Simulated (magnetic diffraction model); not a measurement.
## Solving a magnetic structure from powder neutron data: NdTeW₂

Space group Ama2 (no. 40), a = 3.9590 Å, b = 24.3730 Å, c = 4.0610 Å.

```
site  atom    x       y       z
  4b     W  3/4  0.5696  0.9326
  4b     W  3/4  0.9335  0.9323
  4b    Nd  1/4  0.8320  0.9459
  4b    Te  1/4  0.7047  0.9054
```

The compound is invented for this exercise: a known structure type with other elements, its cell scaled to their sizes and not relaxed.

Only Nd is taken to order (form factors of Nd3+); orders and moment sizes are assumed, and not adapted to the symmetry. Radiation: neutrons of λ = 2.52 Å, 3° to 60°; isotropic B of 0.46 Å² (W), 0.55 Å² (Nd) and 0.55 Å² (Te). The intensities are simulated: I ∝ L Σ (|F_N|² + |F_M⊥|²) for unpolarised neutrons, with F_M = 2.695 fm/μB × Σ f(s) S exp(2πi Q·r) exp(−B s²) at Q = H ± k (one set where k and −k are equivalent), only the part normal to Q counting and L = 1/(sin²θ cos θ). For a modulated order the moment at position r is S exp(−2πi k·r) + c.c., with S = m/2 for a sine wave of amplitude m and S = m(u + iv)/2 for moments turning in a plane, u and v being orthogonal unit vectors in it; the phase factor of the sum at Q = H + k is then exp(2πi H·r). Form factors are spin-only for 3d ions and dipole or tabulated for f ions, scattering lengths are Sears's of 1992, and absorption is left out. A label names one of the reflections at its angle. The strongest nuclear line in the range is 100, and lines under 0.2 are left out.

Above the ordering temperature:

```
2θ (°)    index      I
 11.87  (0 2 0)   16.4
 23.87  (0 4 0)    4.4
 36.67  (0 1 1)    3.1
 39.10  (1 2 0)    6.9
 40.59  (0 3 1)    5.7
 44.61  (1 4 0)    1.0
 47.64  (0 5 1)    1.1
 48.86  (0 8 0)   54.0
 52.77  (1 6 0)   10.7
 53.16  (1 1 1)   40.8
 56.17  (1 3 1)  100.0
 56.94  (0 7 1)   21.2
```

Below it (cell unchanged):

```tsv
2θ (°)	I
10.88	12.8
11.87	16.4
12.86	9.2
22.86	2.4
23.87	4.4
24.88	2.0
35.10	4.6
36.51	4.1
36.67	3.1
36.85	4.0
37.18	4.1
38.79	5.6
39.10	6.9
39.44	5.4
40.13	12.8
40.59	5.7
41.07	12.0
44.04	4.6
44.61	1.0
45.20	4.3
46.95	2.4
47.64	1.1
47.78	0.8
48.33	2.2
48.86	54.0
49.95	0.7
52.77	10.7
53.05	9.1
53.16	40.8
53.30	9.0
56.09	1.1
56.17	100.0
56.94	21.2
57.80	1.0
```

**Question.** Find the propagation vector, then choose among these models:
A. moments turning in the plane of [001] and [100], 2.9 μB on Nd; signs + at (1/4, 0.8320, 0.9459), + at (3/4, 0.6680, 0.4459)
B. moments turning in the plane of [010] and [001], 2.9 μB on Nd; signs + at (1/4, 0.8320, 0.9459), + at (3/4, 0.6680, 0.4459)
C. a sine wave with moments along [100] (amplitudes given), 2.9 μB on Nd; signs + at (1/4, 0.8320, 0.9459), + at (3/4, 0.6680, 0.4459)
D. moments turning in the plane of [010] and [100], 2.9 μB on Nd; signs + at (1/4, 0.8320, 0.9459), + at (3/4, 0.6680, 0.4459)

The new lines index as (0 11/6 0) at 10.88°, (0 13/6 0) at 12.86°, (0 23/6 0) at 22.86° and (0 25/6 0) at 24.88°, that is as H ± k with k = (0 1/6 0). Satellites come in pairs about each point of the reciprocal lattice. Below the range, at 0.99°, lies the magnetic line (0 1/6 0) with 5899.

Magnetic intensity, observed (below minus above) and for each model:

| 2θ (°) | index | observed | A | B | C | D |
| --- | --- | --- | --- | --- | --- | --- |
| 10.88 | (0 11/6 0) | 12.8 | 25.7 | 12.8 | 12.8 | 12.8 |
| 12.86 | (0 13/6 0) | 9.2 | 18.4 | 9.2 | 9.2 | 9.2 |
| 38.79 | (1 11/6 0) | 5.6 | 6.0 | 10.7 | 0.5 | 5.6 |
| 39.44 | (1 13/6 0) | 5.4 | 6.0 | 10.2 | 0.6 | 5.4 |
| 44.04 | (1 23/6 0) | 4.6 | 5.8 | 7.9 | 1.3 | 4.6 |
| 45.20 | (1 25/6 0) | 4.3 | 5.7 | 7.3 | 1.4 | 4.3 |
| 53.05 | (1 5/6 1) | 9.1 | 6.2 | 9.2 | 3.0 | 9.1 |
| 53.30 | (1 7/6 1) | 9.0 | 6.2 | 9.1 | 3.0 | 9.0 |

Model D matches.

The structure used: k = (0 1/6 0), moments turning in the plane of [010] and [100], 2.9 μB on Nd; signs + at (1/4, 0.8320, 0.9459), + at (3/4, 0.6680, 0.4459).

[Logs are printed without paths, hosts, clocks, repeated set-up lines and the standing remarks that a program may print on its own settings, such as how far it seeks lower states.]
